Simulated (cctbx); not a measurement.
**Mg2MnCu4Sn with cctbx, script by script**

Library: cctbx 2025.11. The data are simulated by the first script.

## 1. Simulate the data

run.py:

```python
from cctbx import adptbx, crystal, miller, sgtbx, xray
from cctbx.array_family import flex
from iotbx.shelx import hklf
from scitbx import matrix
import scitbx.random

cs = crystal.symmetry(unit_cell=(4.426, 5.625, 9.846, 90, 90, 90), space_group_symbol='Hall: A 2 -2')  # Amm2
atoms = [  # label, site, U (iso, or U11 U22 U33 U12 U13 U23 in A^2), occupancy
    ("Sn1", (0.5, 0.5, 0.1689), 0.0158, 1),
    ("Cu1", (0.5, 0, 0.1677), 0.0177, 1),
    ("Cu2", (0.5, 0.2735, 0.4054), 0.0169, 1),
    ("Cu3", (0, 0, 0.3412), 0.0171, 1),
    ("Mn1", (0, 0.5, 0.344), 0.0177, 1),
    ("Mg1", (0, 0.7634, 0.0836), 0.0248, 1),
]
xs = xray.structure(crystal_symmetry=cs)
for label, site, u, occ in atoms:
    u = adptbx.u_cif_as_u_star(cs.unit_cell(), u) if isinstance(u, tuple) else u
    xs.add_scatterer(xray.scatterer(label, site=site, u=u, occupancy=occ))
xs.set_inelastic_form_factors(1.54184, "sasaki")
xs.show_summary()
p1 = xs.expand_to_p1()
ms = miller.build_set(p1, anomalous_flag=True, d_min=0.83)
flex.set_random_seed(380820)
scitbx.random.set_random_seed(380820)
ms = ms.select(flex.random_double(ms.size()) < 0.5)
i = ms.structure_factors_from_scatterers(p1, algorithm="direct").f_calc().as_intensity_array().data()
i = i / flex.sqrt(1 + 0.3 * i / flex.max(i))  # extinction
i = i * 40000 / flex.max(i)
sig = flex.sqrt(i + flex.pow2(0.06 * i) + 8 ** 2)
noise = scitbx.random.variate(scitbx.random.normal_distribution())(i.size())
data = ms.array(data=i + sig * noise, sigmas=sig).set_observation_type_xray_intensity()
with open("data.hkl", "w") as f:
    data.export_as_shelx_hklf(f)
print("reflections written:", data.size(), " <I/sigma> = %.1f" % flex.mean(data.data() / data.sigmas()))
for h, a, b in list(data.sort("data"))[:12]:
    print("%4d%4d%4d %9.1f %7.1f" % (h + (a, b)))
```

```console
$ python run.py
```

```text
Number of scatterers: 6
At special positions: 6
Unit cell: (4.426, 5.625, 9.846, 90, 90, 90)
Space group: A m m 2 (No. 38)
reflections written: 899  <I/sigma> = 6.7
  -2   0   0   38765.0  2408.3
   2   0   0   36964.5  2408.3
  -1   2  -2   31478.5  1908.5
   1   2  -2   30066.1  1908.5
   1  -2   2   29624.3  1881.4
  -1   2   2   29356.5  1881.4
  -1   0  -4   27940.6  1609.0
   1   0   4   25960.0  1581.9
   0  -2   6   20169.0  1180.0
   0  -4   0   19870.8  1186.5
   0   0   4   18678.9  1157.9
   0   0  -4   18303.4  1193.2
```

Run time: 0.22 s on 1 thread of Arm Neoverse V2, with other jobs on the host, peak memory 0.07 GiB.

## 2. Refinement (right model, isotropic)

run.py:

```python
import math
from cctbx import adptbx, crystal, maptbx, sgtbx, xray
from cctbx.array_family import flex
from cctbx.xray import observations
from iotbx.shelx import hklf
from scitbx.lstbx import normal_eqns_solving
from smtbx import absolute_structure, utils
from smtbx.refinement import constraints, least_squares

cs = crystal.symmetry(unit_cell=(4.426, 5.625, 9.846, 90, 90, 90), space_group_symbol='Hall: A 2 -2')  # Amm2
atoms = [  # label, site, U (iso, or U11 U22 U33 U12 U13 U23 in A^2), occupancy
    ("Sn1", (0.5, 0.5, 0.1687), 0.0200, 1),
    ("Cu1", (0.5, 0, 0.1671), 0.0200, 1),
    ("Cu2", (0.5, 0.2703, 0.4104), 0.0200, 1),
    ("Cu3", (0, 0, 0.3443), 0.0200, 1),
    ("Mn1", (0, 0.5, 0.3479), 0.0200, 1),
    ("Mg1", (0, 0.754, 0.0761), 0.0200, 1),
]
xs = xray.structure(crystal_symmetry=cs)
for label, site, u, occ in atoms:
    u = adptbx.u_cif_as_u_star(cs.unit_cell(), u) if isinstance(u, tuple) else u
    xs.add_scatterer(xray.scatterer(label, site=site, u=u, occupancy=occ))
xs.set_inelastic_form_factors(1.54184, "sasaki")
raw = hklf.reader(file_name="data.hkl").as_miller_arrays(crystal_symmetry=cs, anomalous=True)[0]
merged = raw.eliminate_sys_absent().merge_equivalents()
fo2 = merged.array().set_observation_type_xray_intensity()
print("Rint %.3f, %d unique reflections to %.2f A" % (merged.r_int(), fo2.size(), fo2.d_min()))
for sc in xs.scatterers():
    sc.flags.set_grad_site(True)
    sc.flags.set_grad_u_aniso(sc.flags.use_u_aniso())
    sc.flags.set_grad_u_iso(sc.flags.use_u_iso())
obs = fo2.as_xray_observations()
extra = {}
rep = constraints.reparametrisation(xs, [], utils.connectivity_table(xs), **extra)
ls = least_squares.crystallographic_ls(obs, rep, weighting_scheme=least_squares.mainstream_shelx_weighting(a=0, b=0))
print("cycle     R1     wR2    GooF  max shift (A)")
for cycle in range(8):
    ls.build_up()
    r1, wr2, goof = ls.r1_factor(cutoff_factor=2)[0], ls.wR2(), ls.goof()
    old = xs.sites_cart()
    normal_eqns_solving.levenberg_marquardt_iterations(ls, n_max_iterations=3, tau=1e-06, step_threshold=1e-7)
    big = flex.max((xs.sites_cart() - old).norms())
    print("%4d %7.4f %7.4f %7.3f %9.5f" % (cycle + 1, r1, wr2, goof, big))
    ls.build_up(objective_only=True)
    if abs(ls.wR2() - wr2) < 5e-5 and big < 5e-4:
        break
ls.build_up()
print("final R1 %.4f wR2 %.4f GooF %.3f  parameters %d  data/parameter %.1f" % (ls.r1_factor(cutoff_factor=2)[0], ls.wR2(), ls.goof(), ls.n_parameters, fo2.size() / ls.n_parameters))
cov = ls.covariance_matrix_and_annotations()
su = dict(zip(cov.annotations, (math.sqrt(max(v, 0)) for v in cov.matrix.matrix_packed_u_diagonal())))
a2 = cs.unit_cell().reciprocal_parameters()[0] ** -2
print("atom        x        y        z      Ueq    occ   su(xyz)  su(Uiso or U11)")
for sc in xs.scatterers():
    s = max(su.get(sc.label + k, 0) for k in (".x", ".y", ".z"))
    npd = "" if sc.is_positive_definite_u(cs.unit_cell()) else "  NPD"
    print("%-5s %8.5f %8.5f %8.5f %8.4f %6.3f %8.5f %7.4f%s" % ((sc.label,) + sc.site + (sc.u_iso_or_equiv(cs.unit_cell()), sc.occupancy, s, su.get(sc.label + ".uiso", su.get(sc.label + ".u11", 0) * a2), npd)))
fo = fo2.f_sq_as_f()
fc = fo.structure_factors_from_scatterers(xs, algorithm="direct").f_calc()
diff = fo.f_obs_minus_f_calc(1 / math.sqrt(ls.scale_factor()), fc).average_bijvoet_mates()
m = diff.fft_map(symmetry_flags=maptbx.use_space_group_symmetry, resolution_factor=0.25).apply_volume_scaling()
print("difference map: max %.2f min %.2f rms %.2f" % (m.statistics().max(), m.statistics().min(), m.statistics().sigma()))
peaks = m.peak_search(parameters=maptbx.peak_search_parameters(min_distance_sym_equiv=0.6, max_clusters=6)).all()
near = xs.closest_distances(peaks.sites(), distance_cutoff=4)
sps = cs.special_position_settings(min_distance_sym_equiv=0.5)
for k, (x, h) in enumerate(zip(peaks.sites(), peaks.heights())):
    ss = sps.site_symmetry(x)
    print("Q%-3d %7.4f %7.4f %7.4f %4d %7.2f  %.2f A from %s" % ((k + 1,) + tuple(t % 1 for t in ss.exact_site()) + (ss.multiplicity(), h, near.smallest_distances[k], xs.scatterers()[near.i_seqs[k]].label)))
```

```console
$ python run.py
```

```text
Rint 0.032, 243 unique reflections to 0.83 A
cycle     R1     wR2    GooF  max shift (A)
   1  0.0790  0.2509   4.487   0.10644
   2  0.0238  0.0574   1.026   0.00010
final R1 0.0238 wR2 0.0574 GooF 1.026  parameters 14  data/parameter 17.4
atom        x        y        z      Ueq    occ   su(xyz)  su(Uiso or U11)
Sn1    0.50000  0.50000  0.16999   0.0153  1.000  0.00008  0.0003
Cu1    0.50000  0.00000  0.16916   0.0176  1.000  0.00023  0.0004
Cu2    0.50000  0.27394  0.40672   0.0171  1.000  0.00025  0.0004
Cu3    0.00000  0.00000  0.34235   0.0177  1.000  0.00015  0.0004
Mn1    0.00000  0.50000  0.34538   0.0178  1.000  0.00018  0.0005
Mg1    0.00000  0.76345  0.08548   0.0274  1.000  0.00051  0.0009
difference map: max 0.63 min -1.01 rms 0.24
Q1    0.5000  0.2315  0.6579    4    0.64  1.31 A from Sn1
Q2    0.2160  0.0000  0.2163    4    0.63  1.34 A from Cu1
Q3    0.2006  0.0000  0.1052    4    0.61  1.47 A from Cu1
Q4    0.3240  0.0000  0.3968    4    0.59  1.53 A from Cu3
Q5    0.2911  0.0000  0.8415    4    0.54  1.29 A from Mn1
Q6    0.1916  0.0000  0.6082    4    0.53  1.49 A from Sn1
```

Time: 0.35 s.

## 3. Refinement (right model, anisotropic)

run.py, as its changes from the last script of this kind:

```diff
@@ -12,6 +12,6 @@
-    ("Sn1", (0.5, 0.5, 0.1687), 0.0200, 1),
-    ("Cu1", (0.5, 0, 0.1671), 0.0200, 1),
-    ("Cu2", (0.5, 0.2703, 0.4104), 0.0200, 1),
-    ("Cu3", (0, 0, 0.3443), 0.0200, 1),
-    ("Mn1", (0, 0.5, 0.3479), 0.0200, 1),
-    ("Mg1", (0, 0.754, 0.0761), 0.0200, 1),
+    ("Sn1", (0.5, 0.5, 0.16999), 0.0153, 1),
+    ("Cu1", (0.5, 0, 0.16916), 0.0176, 1),
+    ("Cu2", (0.5, 0.27394, 0.40672), 0.0171, 1),
+    ("Cu3", (0, 0, 0.34235), 0.0177, 1),
+    ("Mn1", (0, 0.5, 0.34538), 0.0178, 1),
+    ("Mg1", (0, 0.76345, 0.08548), 0.0274, 1),
@@ -23,0 +24 @@
+xs.convert_to_anisotropic()
@@ -56,0 +58,4 @@
+fc = fo2.structure_factors_from_scatterers(xs, algorithm="direct").f_calc()
+absolute_structure.flack_analysis(xs, fo2.as_xray_observations()).show()
+h = absolute_structure.hooft_analysis(fo2, fc, scale_factor=ls.scale_factor())
+print("Hooft y: %.3f(%.0f)  Bijvoet pairs: %d" % (h.hooft_y, 1000 * h.sigma_y, h.n_bijvoet_pairs))
```

```console
$ python run.py
```

```text
Rint 0.032, 243 unique reflections to 0.83 A
cycle     R1     wR2    GooF  max shift (A)
   1  0.0238  0.0574   1.059   0.00349
   2  0.0233  0.0548   1.012   0.00002
final R1 0.0233 wR2 0.0548 GooF 1.012  parameters 28  data/parameter 8.7
atom        x        y        z      Ueq    occ   su(xyz)  su(Uiso or U11)
Sn1    0.50000  0.50000  0.16992   0.0153  1.000  0.00014  0.0004
Cu1    0.50000  0.00000  0.16926   0.0177  1.000  0.00036  0.0008
Cu2    0.50000  0.27380  0.40680   0.0174  1.000  0.00049  0.0008
Cu3    0.00000  0.00000  0.34233   0.0174  1.000  0.00019  0.0010
Mn1    0.00000  0.50000  0.34536   0.0177  1.000  0.00022  0.0011
Mg1    0.00000  0.76340  0.08583   0.0274  1.000  0.00090  0.0023
Flack x: 0.009(8)
Hooft y: 0.013(11)  Bijvoet pairs: 98
difference map: max 0.62 min -0.85 rms 0.23
Q1    0.2237  0.0000  0.2154    4    0.65  1.30 A from Cu1
Q2    0.2059  0.0000  0.1074    4    0.58  1.44 A from Cu1
Q3    0.3260  0.0000  0.3951    4    0.57  1.53 A from Cu3
Q4    0.5000  0.2428  0.6581    4    0.56  1.37 A from Sn1
Q5    0.2862  0.0000  0.8431    4    0.53  1.27 A from Mn1
Q6    0.2089  0.0000  0.6255    4    0.52  1.36 A from Sn1
```

Time: 0.38 s.

## 4. Refinement

run.py, as its changes from the last script of this kind:

```diff
@@ -12,6 +12,6 @@
-    ("Sn1", (0.5, 0.5, 0.16999), 0.0153, 1),
-    ("Cu1", (0.5, 0, 0.16916), 0.0176, 1),
-    ("Cu2", (0.5, 0.27394, 0.40672), 0.0171, 1),
-    ("Cu3", (0, 0, 0.34235), 0.0177, 1),
-    ("Mn1", (0, 0.5, 0.34538), 0.0178, 1),
-    ("Mg1", (0, 0.76345, 0.08548), 0.0274, 1),
+    ("Sn1", (0.5, 0.5, 0.83001), 0.0153, 1),
+    ("Cu1", (0.5, 0, 0.83084), 0.0176, 1),
+    ("Cu2", (0.5, 0.72606, 0.59328), 0.0171, 1),
+    ("Cu3", (0, 0, 0.65765), 0.0177, 1),
+    ("Mn1", (0, 0.5, 0.65462), 0.0178, 1),
+    ("Mg1", (0, 0.23655, 0.91452), 0.0274, 1),
@@ -38 +38 @@
-for cycle in range(8):
+for cycle in range(12):
```

```console
$ python run.py
```

```text
Rint 0.032, 243 unique reflections to 0.83 A
cycle     R1     wR2    GooF  max shift (A)
   1  0.1339  0.3723   6.872   0.15606
   2  0.0800  0.2575   4.753   0.17101
   3  0.0676  0.2187   4.037   0.03867
   4  0.0675  0.2149   3.967   0.03263
   5  0.0696  0.2098   3.873   0.00646
   6  0.0696  0.2097   3.870   0.00053
   7  0.0696  0.2097   3.870   0.00005
final R1 0.0696 wR2 0.2097 GooF 3.870  parameters 28  data/parameter 8.7
atom        x        y        z      Ueq    occ   su(xyz)  su(Uiso or U11)
Sn1    0.50000  0.50000  0.83362   0.0178  1.000  0.00048  0.0014
Cu1    0.50000  0.00000  0.83380   0.0129  1.000  0.00143  0.0029
Cu2    0.50000  0.77623  0.57004   0.0112  1.000  0.00112  0.0028
Cu3    0.00000  0.00000  0.66561   0.0378  1.000  0.00109  0.0041
Mn1    0.00000  0.50000  0.66281   0.0179  1.000  0.00084  0.0039  NPD
Mg1    0.00000  0.24532  0.88824   0.0095  1.000  0.00193  0.0068  NPD
Flack x: 0.17(3)
Hooft y: 0.212(12)  Bijvoet pairs: 98
difference map: max 3.91 min -3.15 rms 0.51
Q1    0.5000  0.0000  0.3330    2    3.91  0.01 A from Sn1
Q2    0.0000  0.0000  0.9986    2    2.65  1.62 A from Mn1
Q3    0.0000  0.0000  0.1491    2    2.23  0.14 A from Mn1
Q4    0.0000  0.2191  0.2538    4    1.52  1.34 A from Mg1
Q5    0.5000  0.2459  0.8558    4    1.51  1.40 A from Cu1
Q6    0.0000  0.0000  0.6588    2    1.45  0.07 A from Cu3
```

Time: 0.61 s.

This run holds a fault made on purpose: the structure inverted.

## 5. Refinement

run.py, as its changes from the last script of this kind:

```diff
@@ -12,6 +12,6 @@
-    ("Sn1", (0.5, 0.5, 0.83001), 0.0153, 1),
-    ("Cu1", (0.5, 0, 0.83084), 0.0176, 1),
-    ("Cu2", (0.5, 0.72606, 0.59328), 0.0171, 1),
-    ("Cu3", (0, 0, 0.65765), 0.0177, 1),
-    ("Mn1", (0, 0.5, 0.65462), 0.0178, 1),
-    ("Mg1", (0, 0.23655, 0.91452), 0.0274, 1),
+    ("Sn1", (0.5, 0.5, 0.16999), 0.0153, 1),
+    ("Cu1", (0.5, 0, 0.16916), 0.0176, 1),
+    ("Cu2", (0.5, 0.27394, 0.40672), 0.0171, 1),
+    ("Cu3", (0, 0, 0.34235), 0.0177, 1),
+    ("Mn1", (0, 0.5, 0.34538), 0.0178, 1),
+    ("Si1", (0, 0.76345, 0.08548), 0.0274, 1),
@@ -58,4 +57,0 @@
-fc = fo2.structure_factors_from_scatterers(xs, algorithm="direct").f_calc()
-absolute_structure.flack_analysis(xs, fo2.as_xray_observations()).show()
-h = absolute_structure.hooft_analysis(fo2, fc, scale_factor=ls.scale_factor())
-print("Hooft y: %.3f(%.0f)  Bijvoet pairs: %d" % (h.hooft_y, 1000 * h.sigma_y, h.n_bijvoet_pairs))
```

```console
$ python run.py
```

```text
Rint 0.032, 243 unique reflections to 0.83 A
cycle     R1     wR2    GooF  max shift (A)
   1  0.0349  0.0909   1.679   0.00195
   2  0.0259  0.0599   1.106   0.00003
final R1 0.0259 wR2 0.0599 GooF 1.106  parameters 28  data/parameter 8.7
atom        x        y        z      Ueq    occ   su(xyz)  su(Uiso or U11)
Sn1    0.50000  0.50000  0.16992   0.0156  1.000  0.00016  0.0004
Cu1    0.50000  0.00000  0.16936   0.0181  1.000  0.00039  0.0009
Cu2    0.50000  0.27370  0.40667   0.0176  1.000  0.00053  0.0008
Cu3    0.00000  0.00000  0.34237   0.0177  1.000  0.00021  0.0011
Mn1    0.00000  0.50000  0.34539   0.0179  1.000  0.00025  0.0012
Si1    0.00000  0.76325  0.08555   0.0389  1.000  0.00097  0.0026
difference map: max 0.66 min -1.03 rms 0.27
Q1    0.2277  0.0000  0.2141    4    0.69  1.28 A from Cu1
Q2    0.5000  0.2412  0.6577    4    0.68  1.36 A from Sn1
Q3    0.3242  0.0000  0.3952    4    0.60  1.53 A from Cu3
Q4    0.2846  0.0000  0.8404    4    0.59  1.26 A from Mn1
Q5    0.5000  0.0000  0.8189    2    0.56  1.47 A from Sn1
Q6    0.2112  0.0000  0.1091    4    0.54  1.41 A from Cu1
```

Time: 0.35 s.

This run holds a fault made on purpose: wrong element: Si1 is Mg.

## 6. Refinement

run.py, as its changes from the last script of this kind:

```diff
@@ -17 +16,0 @@
-    ("Si1", (0, 0.76345, 0.08548), 0.0274, 1),
```

```console
$ python run.py
```

```text
Rint 0.032, 243 unique reflections to 0.83 A
cycle     R1     wR2    GooF  max shift (A)
   1  0.1640  0.4228   7.698   0.06573
   2  0.1459  0.3120   5.681   0.01792
   3  0.1454  0.3110   5.661   0.01263
   4  0.1442  0.3101   5.646   0.00071
   5  0.1439  0.3098   5.641   0.00646
   6  0.1442  0.3096   5.636   0.00080
   7  0.1440  0.3095   5.636   0.00421
   8  0.1435  0.3094   5.634   0.00253
   9  0.1437  0.3094   5.633   0.00196
  10  0.1435  0.3094   5.633   0.00123
  11  0.1436  0.3094   5.632   0.00098
  12  0.1435  0.3094   5.632   0.00061
final R1 0.1436 wR2 0.3094 GooF 5.632  parameters 22  data/parameter 11.0
atom        x        y        z      Ueq    occ   su(xyz)  su(Uiso or U11)
Sn1    0.50000  0.50000  0.16941   0.0062  1.000  0.00073  0.0021
Cu1    0.50000  0.00000  0.16846   0.0093  1.000  0.00216  0.0051
Cu2    0.50000  0.28283  0.40946   0.0093  1.000  0.00250  0.0045
Cu3    0.00000  0.00000  0.34239   0.0142  1.000  0.00119  0.0059  NPD
Mn1    0.00000  0.50000  0.34490   0.0185  1.000  0.00145  0.0067  NPD
difference map: max 22.26 min -3.75 rms 2.15
Q1    0.5000  0.0000  0.6669    2   22.26  0.02 A from Sn1
Q2    0.5000  0.2461  0.9179    4   20.99  0.18 A from Cu2
Q3    0.0000  0.2405  0.0892    4   18.01  2.71 A from Cu1
Q4    0.5000  0.0000  0.1659    2   17.43  0.02 A from Cu1
Q5    0.0000  0.0000  0.3388    2   13.17  0.04 A from Cu3
Q6    0.0000  0.0000  0.8424    2   12.17  0.03 A from Mn1
```

It took 0.84 s on 1 thread of Arm Neoverse V2 (shared host), peak memory 0.09 GiB.

This run holds a fault made on purpose: atom left out: Mg1.

[Logs are printed without paths, hosts, clocks, repeated set-up lines and the standing remarks that a program may print on its own settings, such as how far it seeks lower states.]
